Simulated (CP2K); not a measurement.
The C K edge of trifluoromethyloxirane was computed by TDDFT (CP2K XAS_TDP, aug-cc-pVDZ, TDA) at these levels: PBE, PBEh(45%) and PBEh(45%) + GW2X. The first three lines of C2 (bonded to C and 3 F) with a strength over 0.0015, energy in eV and strength:

```csv
run,first,second,third
1,296.71 (0.073),297.06 (0.081),298.75 (0.019)
2,289.73 (0.075),290.08 (0.083),291.77 (0.019)
3,275.92 (0.004),276.11 (0.002),276.31 (0.005)
```

Q: Which run is which?

Run 1: PBEh(45%) + GW2X (45 % exact exchange). Run 2: PBEh(45%) (45 % exact exchange). Run 3: PBE (0 % exact exchange). Self-interaction lifts the core level, so the uncorrected lines rise with the share of exact exchange. The GW2X run keeps the spacings of its parent: 0.35 eV between the first two lines in run 1, 0.35 eV in run 2. Its shift is +6.98 eV, since the Kohn–Sham level at this share of exchange lies that far above the quasiparticle level.

[Banner, clock and machine lines of the logs are left out without a mark of their own.]

[Logs are printed without paths, hosts, clocks, repeated set-up lines and the standing remarks that a program may print on its own settings, such as how far it seeks lower states.]

[Hosts, paths, dates, database ids (printed as entryN), source tags and the programs' standing remarks are cut or masked in the printed files.]
